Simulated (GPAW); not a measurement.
# Al2O3 (Corundum): dielectric function

Aim: the dielectric function of Al2O3 (Corundum), with and without local fields.

Method: PBE and many-body steps on it, plane waves, in GPAW 26.7.0.

**What was measured.**

- ε∞ 3: high-frequency dielectric constant, planar response; infrared reflectance with oscillator fit; bulk crystal (bare r-plane substrate) (“A Controllable and Highly Propagative Hybrid Surface Plasmon-Phonon Polariton in a CdZnO-based Two-Interface System”, 2019, arxiv:1905.08660).

- ε∞ 3.068: E perpendicular to c (ordinary); generalized spectroscopic ellipsometry; 300 K; bulk crystal (polished m-plane sapphire substrate) (“Anisotropic dielectric functions, band-to-band transitions, and critical points in alpha-Ga2O3”, 2021, arxiv:2101.06595).

- ε∞ 3.042: E parallel to c (extraordinary); generalized spectroscopic ellipsometry; 300 K; bulk crystal (polished m-plane sapphire substrate) (“Anisotropic dielectric functions, band-to-band transitions, and critical points in alpha-Ga2O3”, 2021, arxiv:2101.06595).

**1. The starting structure**

It takes space group R-3c (No. 167, trigonal). The conventional cell has a = 4.760 Å, b = 4.760 Å, c = 12.996 Å, α = 90.00°, β = 90.00°, γ = 120.00°. Al has 6 O at 1.85 to 1.97 Å nearest. Nearest to O lie 4 Al at 1.85 to 1.97 Å. Farther neighbours and most contacts between anions are not listed.

As a file:

```
Al O
1.0
     2.38025    1.37424    4.33187
    -2.38025    1.37424    4.33187
     0.00000   -2.74848    4.33187
Al O
4 6
Direct
  0.35216 0.35216 0.35216
  0.14784 0.14784 0.14784
  0.64784 0.64784 0.64784
  0.85216 0.85216 0.85216
  0.55668 0.94332 0.25000
  0.25000 0.55668 0.94332
  0.94332 0.25000 0.55668
  0.44332 0.05668 0.75000
  0.75000 0.44332 0.05668
  0.05668 0.75000 0.44332
```

The cell and positions come from the Crystallography Open Database and are kept as given unless a step says otherwise.

**2. Empty states on the mesh, 8×8×8 mesh, 113 bands**

This step: GPAW 26.7.0; DFT, PBE, plane waves, PAW.

The sums over transitions need many empty states on a uniform mesh; this step solves for them.

The input, run.py:

```python
import json
import numpy as np
from gpaw.mpi import world
from gpaw import GPAW

calc = GPAW('gs.gpw').fixed_density(kpts={'size': (8, 8, 8), 'gamma': True},
    nbands=131,
    convergence={'bands': 113},
    txt='nscf.txt')
calc.write('full.gpw', mode='all')
res = {}
kpts = calc.get_ibz_k_points()
res['kpts'] = kpts
res['eigenvalues'] = [calc.get_eigenvalues(kpt=k) for k in range(len(kpts))]
res['n_electrons'] = calc.get_number_of_electrons()

if world.rank == 0:
    with open('result.json', 'w') as f:
        json.dump(res, f, default=lambda x: x.tolist())
```

Command:

```sh
$ mpirun -n 4 gpaw python run.py
```

Numbers of over 12 decimals in the logs are rounded to 6 here.

Log:

```text
Diagonalizing LCAO Hamiltonian
Converting LCAO to pw mode
convergence criteria:
- Maximum integral of absolute [eigenst]ate change: 4e-08 eV^2 / valence electron
maximum number of iterations: 100

SCF iterations
|iter     |     time |      energy | eigst |  dens |
|iter:   1|  |             | +3.85 |       |
|iter:   2|  |             | +2.68 |       |
|iter:   3|  |             | +1.57 |       |
[...]
|iter:  12|  |             | -6.79 |       |
|iter:  13|  |             | -7.30 |       |
|iter:  14|  |             | -7.85c|       |
SCF steps: 14
  __  _  _
 | _ |_)|_||  |
 |__||  | ||/\| - 26.7.0

Input parameters:
  mode=PW(ecut=600.0),
  convergence={'bands': 113},
  gpts=array([30, 30, 30]),
  kpts=MonkhorstPack(size=(8, 8, 8), gamma=True),
  maxiter=100,
  nbands=131,
  occupations=Occupations(name='fermi-dirac', width=0.001, fixmagmom=False),
  parallel={},
  xc=XC(name='PBE')
# Writing to full.gpw (mode='all')
  [... matrices ...]

timing:  # [seconds]
  Total: 0.166  # ━━━━━━━━━━━━━━━━━━━━━━━━━━━━━━━━━━━━━━━━━━━━━━━━━━━━━━━━━━━
```

Wall time 3.9 min (4 MPI ranks of Arm Neoverse V2, shared host); peak memory 1.5 GiB.

Numbers from this step:

| Item | Value |
| --- | --- |
| gap | 6.226 eV |
| k of the valence top | 0, 0, 0 |
| k of the conduction bottom | 0, 0, 0 |
| least direct gap | 6.226 eV |
| k points computed | 90 |
| lowest point of the top converged band, above the valence top | 52.4456 eV |

On this mesh the gap is 6.226 eV.

**3. RPA response**

The response function is computed on a frequency grid, with local fields up to the given cutoff.

This step: linear response, RPA, on PBE, plane waves, PAW.

The input, run.py:

```python
import json
import numpy as np
from gpaw.mpi import world
from gpaw.response.df import DielectricFunction

df = DielectricFunction('full.gpw',
    ecut=50,
    nbands=113,
    eta=0.2,
    frequencies={'type': 'nonlinear', 'domega0': 0.05, 'omega2': 10.0},
    intraband=False,
    txt='df.txt')
res = {'optical': {}, 'eels': []}
for d in 'xz':
    y0, y = df.get_dielectric_function(direction=d, xc='RPA', filename=None)
    res['optical'][d] = [y0.real, y0.imag, y.real, y.imag]
res['w'] = df.get_frequencies()
for q_c in [[0.125, 0, 0], [0.25, 0, 0], [0.5, 0, 0], [0.75, 0, 0], [1.25, 0, 0]]:
    res['eels'].append(df.get_eels_spectrum(q_c=q_c, xc='RPA', filename=None))

if world.rank == 0:
    with open('result.json', 'w') as f:
        json.dump(res, f, default=lambda x: x.tolist())
```

Command:

```sh
$ mpirun -n 4 gpaw python run.py
```

Log:

```text
Using integrator: PointIntegrator
NonLinearFrequencyDescriptor(from 0.000 to 74.777 eV, 366 points)
Nonperiodic BCs:  [False False False]
Using integrator: PointIntegrator
NonLinearFrequencyDescriptor(from 0.000 to 74.777 eV, 366 points)
Nonperiodic BCs:  [False False False]

Calculating chi0 body with:
    Ground state adapter containing:
    Number of spins: 1
    Number of kpoints: 512
    Number of irreducible kpoints: 90
    Number of completely occupied states: 24
    Number of partially occupied states: 24
    Occupied states memory: 9.8876953125 M / cpu

    Linear response parametrization:
    q_c: [0.0, 0.0, 0.0]
    Number of frequency points: 366
    Planewave cutoff: 50.0
    Number of bands: 113
    Number of planewaves: 65
    Broadening (eta): 0.2
    comm.size: 4
    kncomm.size: 4
    blockcomm.size: 1

    Memory estimate of potentially large arrays:
        chi0_wGG: 23.595428 M / cpu
Integrating chi0 body.

Symmetries of q_c:
    Direct symmetries (Uq -> q): 6
    Indirect symmetries (TUq -> q): 0
In total 6 allowed symmetries.

  [... matrices ...]
90 groups of equivalent kpoints. 82.421875% reduction.

Integral kind: spectral function

Calculating chi0 optical extensions with:
    Ground state adapter containing:
    Number of spins: 1
    Number of kpoints: 512
    Number of irreducible kpoints: 90
    Number of completely occupied states: 24
    Number of partially occupied states: 24
    Occupied states memory: 9.8876953125 M / cpu

    Linear response parametrization:
    Number of frequency points: 366
    Planewave cutoff: 50.0
    Number of bands: 113
    Number of planewaves: 65
    Broadening (eta): 0.2
Integrating chi0 head and wings.

Symmetries of q_c:
    Direct symmetries (Uq -> q): 6
    Indirect symmetries (TUq -> q): 0
In total 6 allowed symmetries.

  [... matrices ...]
90 groups of equivalent kpoints. 82.421875% reduction.

Integral kind: spectral function wings

Calculating chi0 body with:
    Ground state adapter containing:
    Number of spins: 1
    Number of kpoints: 512
    Number of irreducible kpoints: 90
    Number of completely occupied states: 24
    Number of partially occupied states: 24
    Occupied states memory: 9.8876953125 M / cpu

    Linear response parametrization:
    q_c: [0.125, 0.0, 0.0]
    Number of frequency points: 366
    Planewave cutoff: 50.0
    Number of bands: 113
    Number of planewaves: 63
    Broadening (eta): 0.2
    comm.size: 4
    kncomm.size: 4
    blockcomm.size: 1

    Memory estimate of potentially large arrays:
        chi0_wGG: 22.165741 M / cpu
Integrating chi0 body.

Symmetries of q_c:
    Direct symmetries (Uq -> q): 1
    Indirect symmetries (TUq -> q): 0
In total 1 allowed symmetries.

  [... matrices ...]
512 groups of equivalent kpoints. 0.0% reduction.

Integral kind: spectral function

[... 4 further calls ...]
```

The job ended after 8 min (4 MPI ranks; peak memory 1.6 GiB).

This step gave:

* ε at zero frequency: 3.088
* the same without local fields: 3.245

The static value is 3.09.

The ε₂ has structure finer than the step of the table below, so its rows give means over 2.5 eV, whole bins alone (the curve runs from 0 to 39.8 eV). Peaks (eV: height): xx, no local fields 11.40: 5.21; xx, local fields 11.40: 4.82; zz, no local fields 11.20: 4.58, 15.80: 5.30; zz, local fields 11.20: 4.44, 16.00: 4.14.

RPA, broadening 0.2 eV. ε₂ against photon energy; means over each step:

```
photon energy (eV)  xx, no local fields  xx, local fields  zz, no local fields  zz, local fields
               2.5               0.0170            0.0161               0.0164            0.0157
               5.0               0.0709            0.0701               0.0706            0.0703
               7.5                0.774             0.807                0.768             0.803
              10.0                 2.95              2.90                 2.80              2.81
              12.5                 4.51              3.89                 3.96              3.44
              15.0                 3.89              2.99                 4.56              3.40
              17.5                 3.16              2.89                 3.10              3.02
              20.0                 1.51              1.73                 1.42              1.62
              22.5                0.744             0.829                0.745             0.823
              25.0                0.479             0.516                0.503             0.543
              27.5                0.394             0.403                0.395             0.398
              30.0                0.409             0.404                0.432             0.441
              32.5                0.337             0.326                0.330             0.344
              35.0                0.269             0.260                0.193             0.196
              37.5                0.244             0.247                0.191             0.181
```

The loss function has structure finer than the step of the table below, so its rows give means over 2 eV, whole bins alone (the curve runs from 0 to 39.8 eV). Peaks (eV: height): xx 24.8: 1.95; zz 25.2: 1.83, 32.2: 1.34.

Optical limit, local fields. Loss function against energy loss; means over each step:

```
energy loss (eV)       xx       zz
               2  0.00120  0.00119
               4  0.00284  0.00284
               6   0.0136   0.0146
               8   0.0484   0.0494
              10   0.0849   0.0880
              12    0.189    0.198
              14    0.284    0.240
              16    0.296    0.252
              18    0.360    0.360
              20    0.533    0.567
              22    0.986     1.02
              24     1.64     1.58
              26     1.77     1.77
              28     1.23     1.24
              30     1.05     1.05
              32    0.977     1.20
              34    0.714    0.825
              36    0.577    0.452
              38    0.515    0.377
```

RPA, local fields; q along the first reciprocal vector. -Im 1/eps(q) against energy loss; read off at these points:

```
energy loss (eV)  q = 0.200 1/A  q = 0.400 1/A  q = 0.799 1/A  q = 1.199 1/A  q = 1.999 1/A
             0.0              0              0              0              0              0
             2.0        0.00115        0.00108         8.9e-4         7.3e-4         4.9e-4
             4.0        0.00266        0.00245        0.00197        0.00157        0.00108
             6.0        0.00717        0.00555        0.00370        0.00279        0.00191
             8.0         0.0458         0.0403         0.0155        0.00691        0.00446
            10.0         0.0821         0.0757         0.0628         0.0312         0.0250
            12.0          0.183          0.172          0.140          0.107         0.0816
            14.0          0.268          0.245          0.193          0.165          0.136
            16.0          0.278          0.273          0.237          0.230          0.198
            18.0          0.361          0.379          0.405          0.372          0.266
            20.0          0.528          0.555          0.608          0.610          0.376
            22.0          0.950          0.935          0.859          0.763          0.414
            24.0           1.53           1.39           1.06          0.745          0.358
            24.8           1.81           1.64           1.17          0.722          0.344
            25.4           1.80           1.67           1.17          0.687          0.324
            26.0           1.78           1.62           1.14          0.691          0.327
            28.0           1.20           1.14          0.976          0.774          0.377
            30.0           1.07           1.06           1.00          0.827          0.494
            32.0           1.06           1.08           1.09          0.936          0.555
            34.0          0.751          0.773          0.831          0.816          0.543
            36.0          0.582          0.599          0.669          0.738          0.511
            38.0          0.554          0.562          0.625          0.685          0.474
```

**4. ALDA response**

This step: linear response, ALDA, on PBE, plane waves, PAW.

run.py: that of step 3 with these lines changed.

```diff
@@ -14,7 +14,7 @@
 for d in 'xz':
-    y0, y = df.get_dielectric_function(direction=d, xc='RPA', filename=None)
+    y0, y = df.get_dielectric_function(direction=d, xc='ALDA', filename=None)
     res['optical'][d] = [y0.real, y0.imag, y.real, y.imag]
 res['w'] = df.get_frequencies()
-for q_c in [[0.125, 0, 0], [0.25, 0, 0], [0.5, 0, 0], [0.75, 0, 0], [1.25, 0, 0]]:
-    res['eels'].append(df.get_eels_spectrum(q_c=q_c, xc='RPA', filename=None))
+for q_c in [[0.5, 0, 0]]:
+    res['eels'].append(df.get_eels_spectrum(q_c=q_c, xc='ALDA', filename=None))
```

Command:

```sh
$ mpirun -n 4 gpaw python run.py
```

Log:

```text
Using integrator: PointIntegrator
NonLinearFrequencyDescriptor(from 0.000 to 74.777 eV, 366 points)
Nonperiodic BCs:  [False False False]
Using integrator: PointIntegrator
NonLinearFrequencyDescriptor(from 0.000 to 74.777 eV, 366 points)
Nonperiodic BCs:  [False False False]

Calculating chi0 body with:
    Ground state adapter containing:
    Number of spins: 1
    Number of kpoints: 512
    Number of irreducible kpoints: 90
    Number of completely occupied states: 24
    Number of partially occupied states: 24
    Occupied states memory: 9.8876953125 M / cpu

    Linear response parametrization:
    q_c: [0.0, 0.0, 0.0]
    Number of frequency points: 366
    Planewave cutoff: 50.0
    Number of bands: 113
    Number of planewaves: 65
    Broadening (eta): 0.2
    comm.size: 4
    kncomm.size: 4
    blockcomm.size: 1

    Memory estimate of potentially large arrays:
        chi0_wGG: 23.595428 M / cpu
Integrating chi0 body.

Symmetries of q_c:
    Direct symmetries (Uq -> q): 6
    Indirect symmetries (TUq -> q): 0
In total 6 allowed symmetries.

  [... matrices ...]
90 groups of equivalent kpoints. 82.421875% reduction.

Integral kind: spectral function

Calculating chi0 optical extensions with:
    Ground state adapter containing:
    Number of spins: 1
    Number of kpoints: 512
    Number of irreducible kpoints: 90
    Number of completely occupied states: 24
    Number of partially occupied states: 24
    Occupied states memory: 9.8876953125 M / cpu

    Linear response parametrization:
    Number of frequency points: 366
    Planewave cutoff: 50.0
    Number of bands: 113
    Number of planewaves: 65
    Broadening (eta): 0.2
Integrating chi0 head and wings.

Symmetries of q_c:
    Direct symmetries (Uq -> q): 6
    Indirect symmetries (TUq -> q): 0
[...]
In total: 0.999980 of the surface norm square could be covered on average

    RSHE of atom 2
      (l,m)   max weight  avg weight  included
[...]
[... further lines of this kind ...]
      In total: 0.999980 of the surface norm square is covered on average
      In total: 0.999980 of the surface norm square could be covered on average

[...]
(4,-2)  0.00000010  0.00000001  yes
      (4,-1)  0.00000032  0.00000001  yes
[...]
[... further lines of this kind ...]
[...]
Calculating ALDA kernel
Calculating f(G)
    Calculating PAW corrections

[...]
[... matrices ...]

Calculating chi0 body with:
    Ground state adapter containing:
    Number of spins: 1
    Number of kpoints: 512
    Number of irreducible kpoints: 90
    Number of completely occupied states: 24
    Number of partially occupied states: 24
    Occupied states memory: 9.8876953125 M / cpu

    Linear response parametrization:
    q_c: [0.5, 0.0, 0.0]
    Number of frequency points: 366
    Planewave cutoff: 50.0
    Number of bands: 113
    Number of planewaves: 70
    Broadening (eta): 0.2
    comm.size: 4
    kncomm.size: 4
    blockcomm.size: 1

    Memory estimate of potentially large arrays:
        chi0_wGG: 27.365112 M / cpu
Integrating chi0 body.

Symmetries of q_c:
    Direct symmetries (Uq -> q): 2
    Indirect symmetries (TUq -> q): 0
In total 2 allowed symmetries.

  [... matrices ...]
260 groups of equivalent kpoints. 49.21875% reduction.

Integral kind: spectral function

Calculating ALDA kernel
Calculating f(G)
    Calculating PAW corrections

[...]
RSHE of atom 8
      (l,m)   max weight  avg weight  included
      In total: 1.000000 of the surface norm square is covered on average
      In total: 1.000000 of the surface norm square could be covered on average

    RSHE of atom 9
      (l,m)   max weight  avg weight  included
      In total: 1.000000 of the surface norm square is covered on average
      In total: 1.000000 of the surface norm square could be covered on average
```

It took 98 s on 4 MPI ranks; peak memory 1.6 GiB.

This step gave:

| Item | Value |
| --- | --- |
| ε at zero frequency | 3.138 |
| the same without local fields | 3.245 |

The static value is 3.14.

(Part 1 of 2 ends here.)

[Paths, hosts, dates, memory and timing lines, banners, echoed tables and standing remarks are left out of the program output.]

[Logs are printed without paths, hosts, clocks, repeated set-up lines and the standing remarks that a program may print on its own settings, such as how far it seeks lower states.]

[Runs of the session that timed out or met a known fault of the program may be left out.]

[Hosts, paths, dates, database ids (printed as entryN), source tags and the programs' standing remarks are cut or masked in the printed files.]
